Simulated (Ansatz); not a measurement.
# TiOs (Pm-3m): phonons and vibrational spectra, part 3 of 3

Wanted: phonon frequencies of TiOs (Pm-3m) and what follows from them.

Ansatz 0.2.0; DFT PBEsol, scalar-relativistic, plane waves, PAW; PAW set soft_1.

So far. Step 3 (Relaxing to small forces for the phonons): The forces vanish by symmetry and the pressure is 0.000 GPa, within the tolerances set. The cell now holds 14.35 Å³/atom. Step 4 (Modes at Γ): Before it was imposed, the acoustic sum rule was missed by 4.1e-5 eV/Å². Small misses are needed for a sound result but don't prove that mesh and cutoff are converged. The lowest optical mode is real, 234 cm⁻¹. The relaxed cell has a = 3.062 Å (conventional setting).

## 5. Phonons on a q mesh

Stability and thermal properties need the whole zone. Linear response on a 4×4×4 q mesh gives force constants as far as a supercell of that size would.

File input.yaml:

```yaml
crystal:
  lattice:
    - [3.0617155614, 0.0, 0.0]
    - [0.0, 3.0617155614, 0.0]
    - [0.0, 0.0, 3.0617155614]
  atoms:
    - { symbol: Ti, position: [0.5, 0.5, 0.5] }
    - { symbol: Os, position: [0.0, 0.0, 0.0] }
kpoints:
  mp_grid: { grid: [16, 16, 16] }
hamiltonian:
  xc: pbesol
  pseudopotentials: { kind: paw, azcp: { folder: soft_1 }, xc_functional: pbe }
scf:
  occupations: { method: methfessel_paxton, width: 0.2 }
output:
  eigenvalues: true
phonons:
  method: dfpt
  qmesh: [4, 4, 4]
  temperatures: { t_max: 1000, t_step: 50 }
  qpath:
    path:
      - [[0.0, 0.0, 0.0], [0.0, 0.5, 0.0], [0.5, 0.5, 0.0], [0.0, 0.0, 0.0], [0.5, 0.5, 0.5], [0.0, 0.5, 0.0]]
      - [[0.5, 0.5, 0.5], [0.5, 0.5, 0.0]]
    npoints: 10
```

Command:

```bash
$ ansatz run input.yaml --threads 4 --pin off --max-ram 10240MiB --backend cpu --events-out ev --progress --plain --runs-dir out
```

Numbers of over 12 decimals in the logs are rounded to 6 here.

The program printed:

```text
[...]
Crystal: 2 atoms, lattice volume = 28.701 Å³
Basis set: ecut = 420 eV, 587 PW (Γ), exchange–correlation on 48×48×48 points (8 copies of the dense FFT grid, shifted against one another)
Bands: 18, of which v1, the nominal top of the filled ones, is band 14 counted from 1 (13 counted from 0)
Symmetry: 48 space group operations
k-points: 165 of 4096
[...]
SCF iter   1: F=—  HF=-13728.750533 eV  |F-HF|=—  |Δ(HF+E_count)|=         —  Δρ=1.29e-1  dr2=7.37e0  ethr=3.10e-3  ⟨swp⟩=3.9  Hψ=11292  notcnv=0
[...]
SCF iter   9: F=-13727.638817 eV  HF=-13727.638817 eV  |F-HF|=1.82e-12  |Δ(HF+E_count)|=  9.09e-12  S|Δr|=    0.00e0  Δρ=4.64e-8  dr2=3.63e-13  ethr=1.00e-12  ⟨swp⟩=5.0  Hψ=11562  notcnv=0
[...]
SCF 1 converged in 9 iterations: F = -13727.638817 eV  dr2 = 3.63e-13
[...]
SCF iter   5: F=-13727.638817 eV  HF=-13727.638817 eV  |F-HF|=3.64e-12  |Δ(HF+E_count)|=  1.82e-12  S|Δr|=    0.00e0  Δρ=7.83e-8  dr2=2.97e-12  ethr=1.00e-12  ⟨swp⟩=1.7  Hψ=3792  notcnv=0
SCF 2 converged in 5 iterations: F = -13727.638817 eV  dr2 = 2.97e-12
phonons: the bands overlap, so this run is a metal and interpolates without the dipole-dipole term. If the crystal is really an insulator or semiconductor, its LO-TO splitting is missing
NSCF: frozen V_eff on 165 k-points
[...]
DFPT response loops at q = (0, 0, 0) (fractional): preconditioner auto → Kerker (q_TF=auto, 2.717 Å⁻¹) (partly filled bands, converged f_vac=0.000); β = 1.00, the filter's whole step (`scf.mixing.beta` (0.50) is not read by the response loops under this deck's `scf.mixing.preconditioner`; to damp them name `kerker` or `kerker_dos`, under which they read `scf.mixing.beta`, and type it under 1.00, their step now; both keys bind the ground state too); Broyden in place of MSR1
[...]
SCF converged after 9 iterations
[...]
Free energy (F): -13727.638817 eV
[...]
Internal energy: -13727.638768 eV  (E = F + TS)
E sigma→0 (E₀):  -13727.638805 eV
Entropy (-TS):   -0.000050 eV (-0.025 meV/atom)
Fermi energy:    20.565026 eV
[...]
--- Band table (eV; the first three rows and the last of 165) ---
  k-point 0: bands = [... 10 lower, 15.1332, 19.2045, 19.2045, 19.2045, 22.4541, 22.4541, 24.3564, 24.3564]
  k-point 1: bands = [... 10 lower, 15.2008, 19.1881, 19.1881, 19.2370, 22.3630, 22.4862, 24.1533, 24.1533]
  k-point 2: bands = [... 10 lower, 15.3969, 19.1429, 19.1429, 19.3331, 22.1013, 22.5773, 23.6579, 23.6579]
  k-point 164: bands = [... 10 lower, 16.8261, 18.9711, 18.9711, 18.9711, 21.9371, 21.9371, 23.6554, 23.6554]
--- Phonons (Γ-DFPT): 2 representative perturbations + reference (Σ response iterations 6) ---
  ASR residual: 3.702e-5 → 0.000e0 eV/Å²; symmetrization residual: 7.812e-6 eV/Å²
  ASR residual per site (eV/Å²): 2.08e-5 3.70e-5
  Γ frequencies (cm⁻¹): 0.00 0.00 0.00 233.83 233.83 233.83
--- Phonons (arbitrary-q DFPT): 10 irreducible q on the 4×4×4 mesh ---
  q = [0.0000, 0.0000, 0.0000] (star 1, of the zone-centre solve; hermiticity 2.03e-6, symmetrization 2.40e-13): -0.00 0.00 0.00 233.83 233.83 233.83
  q = [0.0000, 0.0000, 0.2500] (star 6, 4 solved perturbations in 4032 linear systems a pass and spin channel, the states on 1296 of 4096 k-point pairs; hermiticity 6.53e-7, symmetrization 1.02e-13): 82.17 82.17 133.23 227.96 227.96 333.85
[...]
q = [0.0000, 0.2500, -0.5000] (star 12, 6 solved perturbations on 1296 of 4096 k-point pairs; hermiticity 6.98e-7, symmetrization 9.05e-15): 139.89 152.76 163.02 217.06 268.49 354.97
[...]
sum rule: each row above includes the acoustic sum rule's correction from the zone centre's row sums; it moved no ω² by more than (0.34 cm⁻¹)²
  mesh force constants: q→R imaginary residual 1.34e-18; ASR residual 3.702e-5 → 0.000e0 eV/Å²; symmetrization residual 3.553e-15 eV/Å²
  interpolated dispersion: 62 rows × 6 modes
  density of states and harmonic sums: on the 20×20×20 q-mesh, interpolated from the force constants of a 4×4×4 supercell (no non-analytic term)
  largest difference from the sums on the solved wave vectors: F 1.16e-2 eV, S 1.56e-5 and C_V 4.01e-6 eV/K
  zero-point energy: 0.079072 eV/cell   skipped modes (ω ≤ 0): 3   left out of the sums: 6.25e-5 of the cell's modes: C_V's classical limit lies that fraction below 3 k_B per atom; for a crystal, a wire or a layer, F and S can be off by more, and a phonons.interpolated_qmesh denser along its periods is the remedy for the sampling
```

Elapsed: 8.3 min, on 4 threads of Arm Neoverse V2, shared host; peak memory 3.1 GiB.

Numbers from this step:

```yaml
sum_rule_residual_before_enforcement: 3.70e-5 eV/Å²
lowest_frequency_on_the_path: 0 cm⁻¹
highest_frequency_on_the_path_or_at_a_solved_wavevector: 400.6 cm⁻¹
mean_frequency: 212.6 cm⁻¹
debye_temperature_second_moment: 421 K
logarithmic_mean_frequency: 197.3 cm⁻¹
lowest_mode_on_the_q_mesh_acoustic_modes_at_gamma_apart: 82.17 cm⁻¹
zero_point_energy_per_atom: 39.54 meV
heat_capacity_at_300_k: 22.68 J/(mol atoms K)
vibrational_entropy_at_300_k: 27.50 J/(mol atoms K)
edges_of_the_widest_gap_between_branches_on_path_and_mesh: 183.4, 205.1 cm⁻¹
```

Frequencies (cm⁻¹) solved at each irreducible wavevector; negative means imaginary. Frequencies by wavevector, by row:

| q in reciprocal lattice units | star | mode 1 | mode 2 | mode 3 | mode 4 | mode 5 | mode 6 |
| --- | --- | --- | --- | --- | --- | --- | --- |
| 0 0 0 | 1 | 0 | 0 | 0 | 233.8 | 233.8 | 233.8 |
| 0 0 0.25 | 6 | 82.2 | 82.2 | 133.2 | 228 | 228 | 333.9 |
| 0 0 -0.5 | 3 | 139.8 | 139.8 | 177.1 | 205.1 | 205.1 | 400.6 |
| 0 0.25 0.25 | 12 | 108.8 | 112.7 | 159.5 | 222.7 | 277.6 | 321.7 |
| 0 0.25 -0.5 | 12 | 139.9 | 152.8 | 163 | 217.1 | 268.5 | 355 |
| 0 -0.5 -0.5 | 3 | 141.3 | 161.2 | 161.2 | 224.9 | 313.9 | 313.9 |
| 0.25 0.25 0.25 | 8 | 135.5 | 135.5 | 163.7 | 276.9 | 276.9 | 306 |
| 0.25 0.25 -0.5 | 12 | 155 | 164.2 | 165.3 | 267.7 | 274.6 | 328.3 |
| 0.25 -0.5 -0.5 | 6 | 170.2 | 170.2 | 171 | 275.8 | 312.8 | 312.8 |
| -0.5 -0.5 -0.5 | 1 | 183.4 | 183.4 | 183.4 | 302.6 | 302.6 | 302.6 |

Interpolated from a 4×4×4 q mesh. Phonon branches along the path, in cm⁻¹:

| point | branch 1 | branch 2 | branch 3 | branch 4 | branch 5 | branch 6 |
| --- | --- | --- | --- | --- | --- | --- |
| Γ | 0 | 0 | 0 | 234 | 234 | 234 |
| halfway | 82 | 82 | 133 | 228 | 228 | 334 |
| X | 140 | 140 | 177 | 205 | 205 | 401 |
| halfway | 140 | 153 | 163 | 217 | 268 | 355 |
| M | 141 | 161 | 161 | 225 | 314 | 314 |
| halfway | 109 | 113 | 160 | 223 | 278 | 322 |
| Γ | 0 | 0 | 0 | 234 | 234 | 234 |
| halfway | 136 | 136 | 164 | 277 | 277 | 306 |
| R | 183 | 183 | 183 | 303 | 303 | 303 |
| halfway | 155 | 164 | 165 | 268 | 275 | 328 |
| X | 140 | 140 | 177 | 205 | 205 | 401 |
| jump to R | 183 | 183 | 183 | 303 | 303 | 303 |
| halfway | 170 | 170 | 171 | 276 | 313 | 313 |
| M | 141 | 161 | 161 | 225 | 314 | 314 |

The phonon branches as a text plot (rows in cm⁻¹):

```
    392 |      ***                                      **
    376 |     *   **                                   *
    359 |    *                                        *
    342 |           *                                *
    325 |   *        **  *****                     **
    309 |             ****    *        ************       *******
    292 |            *    ***  *     **  ***     ***       **
    275 |  *        *        *      *   *          **        *
    259 | *        *          ***    ***             *
    242 |*        *             *****                 *       **
    225 | *****     **************                    **        *
    209 |      *****                                    **
    192 |
    175 |      ****      ****            ***********   *******
    159 |     *    *******   *         ****        ****       ***
    142 |    * ************   *         *            *****     **
    125 |   *              **        **
    108 |     *              * *       *
     92 |  * *                *     ***
     75 |   *                  **
     58 | *                     *  **
     42 |  *                    **
     25 |**                      * *
      8 |*                        *
         Γ      X      M          Γ            R        X|R     M
```

Tetrahedra on a 20×20×20 mesh, mean over bins of 5 cm-1. Interpolated from a 4×4×4 q mesh. The phonon density of states by wavenumber; read off at these points:

wavenumber (cm⁻¹), phonon density of states (1/cm⁻¹/cell) and a bar:
```
        2      0.000 
       18      0.000 
       32      0.001 
       42      0.001 
       58      0.002 #
       72      0.004 #
       88      0.006 ##
       98      0.008 ##
      112      0.013 ####
      128      0.022 ######
      142      0.048 #############
      152      0.037 ##########
      168      0.110 ##############################
      182      0.005 #
      198      0.000 
      208      0.002 #
      222      0.031 ########
      232      0.031 #########
      238      0.026 #######
      252      0.019 #####
      262      0.018 #####
      278      0.019 #####
      292      0.018 #####
      308      0.028 ########
      312      0.028 ########
      318      0.027 #######
      332      0.014 ####
      348      0.008 ##
      362      0.005 #
      372      0.004 #
      388      0.002 #
      402      0.000
```

The partial phonon density of states has structure finer than the step of the table below, so its rows give means over 10 cm⁻¹, whole bins alone (the curve runs from -10 to 422 cm⁻¹). Peaks (cm⁻¹: height): Os 166.5: 0.0891; Ti 226.3: 0.0286, 261.6: 0.0203, 277.9: 0.0204, 291.5: 0.0220, 310.5: 0.0301.

Phonopy on the run's constants, 19x19x19 mesh, Gaussian sigma 3.1 cm-1. Interpolated from a 4×4×4 q mesh. Table of partial phonon density of states by wavenumber; means over each step; values in 1/cm⁻¹/cell:

| wavenumber (cm⁻¹) | Os | Ti |
| --- | --- | --- |
| 0 | 3.0e-5 | 7.6e-6 |
| 10 | 4.9e-5 | 9.8e-6 |
| 20 | 2.1e-4 | 5.3e-5 |
| 30 | 5.1e-4 | 1.2e-4 |
| 40 | 9.9e-4 | 2.2e-4 |
| 50 | 0.00142 | 3.1e-4 |
| 60 | 0.00209 | 4.4e-4 |
| 70 | 0.00340 | 6.5e-4 |
| 80 | 0.00405 | 7.3e-4 |
| 90 | 0.00607 | 9.9e-4 |
| 100 | 0.00779 | 0.00112 |
| 110 | 0.0108 | 0.00135 |
| 120 | 0.0155 | 0.00154 |
| 130 | 0.0238 | 0.00160 |
| 140 | 0.0412 | 0.00145 |
| 150 | 0.0371 | 0.00113 |
| 160 | 0.0560 | 0.00183 |
| 170 | 0.0616 | 0.00171 |
| 180 | 0.0116 | 1.3e-4 |
| 190 | 6.2e-4 | 2.9e-6 |
| 200 | 4.8e-6 | 3.7e-4 |
| 210 | 2.4e-4 | 0.00593 |
| 220 | 0.00129 | 0.0213 |
| 230 | 0.00252 | 0.0269 |
| 240 | 0.00226 | 0.0217 |
| 250 | 0.00153 | 0.0181 |
| 260 | 0.00145 | 0.0184 |
| 270 | 0.00114 | 0.0156 |
| 280 | 0.00106 | 0.0175 |
| 290 | 1.0e-3 | 0.0189 |
| 300 | 7.3e-4 | 0.0197 |
| 310 | 8.8e-4 | 0.0280 |
| 320 | 5.3e-4 | 0.0229 |
| 330 | 3.0e-4 | 0.0156 |
| 340 | 1.9e-4 | 0.00997 |
| 350 | 1.1e-4 | 0.00738 |
| 360 | 8.2e-5 | 0.00599 |
| 370 | 4.2e-5 | 0.00416 |
| 380 | 2.5e-5 | 0.00331 |
| 390 | 9.1e-6 | 0.00212 |
| 400 | 0 | 6.3e-4 |
| 410 | 0 | 9.5e-6 |

Second derivatives of the energy by pair, one row for each kind of neighbour of each atom listed. Each entry sums the pair over the periodic images of the supercell that the q mesh stands for, and in a polar crystal it holds the long-range dipole part too. Force constants by pair, by row:

| atom | neighbour | distance (Å) | third of the trace (eV/Å²) | along the pair's line (eV/Å²) |
| --- | --- | --- | --- | --- |
| Ti1 | itself | 0 | 13.8 | – |
| Ti1 | Os | 2.652 | -1.161 | -2.481 |
| Ti1 | Ti | 3.062 | -0.5138 | -2.81 |
| Ti1 | Ti | 4.33 | -0.1046 | -0.724 |
| Ti1 | Os | 5.077 | 0.051 | 0.1738 |
| Ti1 | Ti | 5.303 | -0.1463 | -0.4987 |
| Ti1 | Ti | 6.123 | -0.0356 | -0.169 |
| Ti1 | Os | 6.673 | 0.005 | 0.0288 |
| Ti1 | Ti | 6.846 | -0.0048 | -0.0093 |
| Os2 | itself | 0 | 16.92 | – |
| Os2 | Ti | 2.652 | -1.161 | -2.481 |
| Os2 | Os | 3.062 | -1.156 | -2.427 |
| Os2 | Os | 4.33 | -0.1038 | -0.3814 |
| Os2 | Ti | 5.077 | 0.051 | 0.1738 |
| Os2 | Os | 5.303 | -0.14 | -0.5135 |
| Os2 | Os | 6.123 | 0.0528 | -0.3732 |
| Os2 | Ti | 6.673 | 0.005 | 0.0288 |
| Os2 | Os | 6.846 | 0.0051 | -0.0066 |

Harmonic thermodynamic functions per atom, from the density of states. Interpolated from a 4×4×4 q mesh. Thermodynamic functions, by row:

| T (K) | F_vib (meV/atom) | S (J/mol-atom/K) | C_V (J/mol-atom/K) |
| --- | --- | --- | --- |
| 0 | 39.54 | 0 | 0 |
| 50 | 39.36 | 1.44 | 4.094 |
| 100 | 37.25 | 7.057 | 12.63 |
| 200 | 23.65 | 18.73 | 20.33 |
| 300 | -0.53 | 27.5 | 22.68 |
| 400 | -32.63 | 34.17 | 23.63 |
| 500 | -70.9 | 39.5 | 24.09 |
| 600 | -114.2 | 43.91 | 24.34 |
| 700 | -161.7 | 47.68 | 24.5 |
| 800 | -212.9 | 50.96 | 24.6 |
| 900 | -267.2 | 53.86 | 24.67 |
| 1000 | -324.4 | 56.46 | 24.72 |

Harmonic mean-square displacement, third of the trace. Interpolated from a 4×4×4 q mesh. Mean square displacements, by row:

| T (K) | Ti1 U_eq (Å²) | Os2 U_eq (Å²) |
| --- | --- | --- |
| 0 | 0.00138 | 6.40e-4 |
| 100 | 0.00159 | 9.30e-4 |
| 300 | 0.003 | 0.00227 |
| 600 | 0.00559 | 0.00443 |

Symmetry leaves 10 wavevectors to solve. The lowest mode among them, the acoustic zeros apart, lies at q = (0, 0, 0.25) and is real, 82.2 cm⁻¹.

## 6. Isotope substitution

An isotope changes the mass and not the force constants, so no new electronic calculation is needed; the shifts show which modes move this element.

The same force constants with the mass of Ti changed from 47.867 to 49.945 u (phonopy, no LO-TO term). Both lists are sorted by frequency; levels can cross, so a row need not hold one and the same mode. Modes under 3 cm⁻¹ are left out. Isotope shifts, by row:

| q | rank | natural mass (cm⁻¹) | changed mass (cm⁻¹) |
| --- | --- | --- | --- |
| 0 0 0 | 4 | 233.8 | 229.9 |
| 0 0 0 | 5 | 233.8 | 229.9 |
| 0 0 0 | 6 | 233.8 | 229.9 |
| 0 0 0.25 | 1 | 82.17 | 81.88 |
| 0 0 0.25 | 2 | 82.17 | 81.88 |
| 0 0 0.25 | 3 | 133.2 | 133.1 |
| 0 0 0.25 | 4 | 228 | 223.9 |
| 0 0 0.25 | 5 | 228 | 223.9 |
| 0 0 0.25 | 6 | 333.9 | 327.3 |
| 0 0 -0.5 | 1 | 139.8 | 139.8 |
| 0 0 -0.5 | 2 | 139.8 | 139.8 |
| 0 0 -0.5 | 3 | 177.1 | 177.1 |
| 0 0 -0.5 | 4 | 205.1 | 200.8 |
| 0 0 -0.5 | 5 | 205.1 | 200.8 |
| 0 0 -0.5 | 6 | 400.6 | 392.2 |
| 0 0.25 0.25 | 1 | 108.8 | 108.6 |
| 0 0.25 0.25 | 2 | 112.7 | 112.4 |
| 0 0.25 0.25 | 3 | 159.5 | 159.4 |
| 0 0.25 0.25 | 4 | 222.7 | 218.5 |
| 0 0.25 0.25 | 5 | 277.6 | 272.4 |
| 0 0.25 0.25 | 6 | 321.7 | 315.1 |

A mode of this element alone would shift by -2.10 %. The highest zone-centre frequency without the field goes from 233.8 to 229.9 cm⁻¹ (-1.7 %). The product of the frequency ratios over all optical modes at Γ is 0.951; the product rule, (m/m′)^(3k/2) (M′/M)^(3/2) with k = 1 such atoms and M the mass of the cell, gives 0.951.

## 7. Results

| Quantity | Value |
| --- | --- |
| space group after relaxation (within 0.01 Å) | Pm-3m |
| volume per atom | 14.4 Å³ |
| electronic character | no gap on this mesh |
| highest optical mode at the zone centre (no LO-TO term) | 234 cm⁻¹ |
| lowest optical zone-centre mode | 234 cm⁻¹ |
| lowest mode on the q mesh (acoustic modes at Γ apart) | 82.2 cm⁻¹ |
| highest frequency on the path or at a solved wavevector | 401 cm⁻¹ |
| zero-point energy per atom | 39.5 meV |
| heat capacity at 300 K | 22.7 J/(mol atoms K) |
| vibrational entropy at 300 K | 27.5 J/(mol atoms K) |
| Debye temperature (second moment) | 421 K |
| imaginary modes on the 4×4×4 q mesh | none |

What this shows: The structure is a minimum as far as tested: no mode is imaginary at the 10 irreducible wavevectors of the 4×4×4 mesh, and the softest away from the acoustic zeros lies at 82 cm⁻¹. The optical modes at Γ form one degenerate level at 234 cm⁻¹. The highest mode in this list at Γ, 233.8 cm⁻¹, is mostly motion of Ti (80 % of the kinetic energy). On the path and the mesh, the widest gap between branches runs from 183 to 205 cm⁻¹. With no gap, or one that is small against the smearing, the frequencies hang on the k mesh and the smearing, most of all near Kohn anomalies. Spin-orbit coupling is left out, which can matter for the heavy elements here. The PAW files were made for PBE and serve the other functionals too. These are harmonic frequencies at zero temperature: anharmonic shifts, linewidths and thermal expansion are left out.

[Logs are printed without paths, hosts, clocks, repeated set-up lines and the standing remarks that a program may print on its own settings, such as how far it seeks lower states.]

[Hosts, paths, dates, database ids (printed as entryN), source tags and the programs' standing remarks are cut or masked in the printed files.]
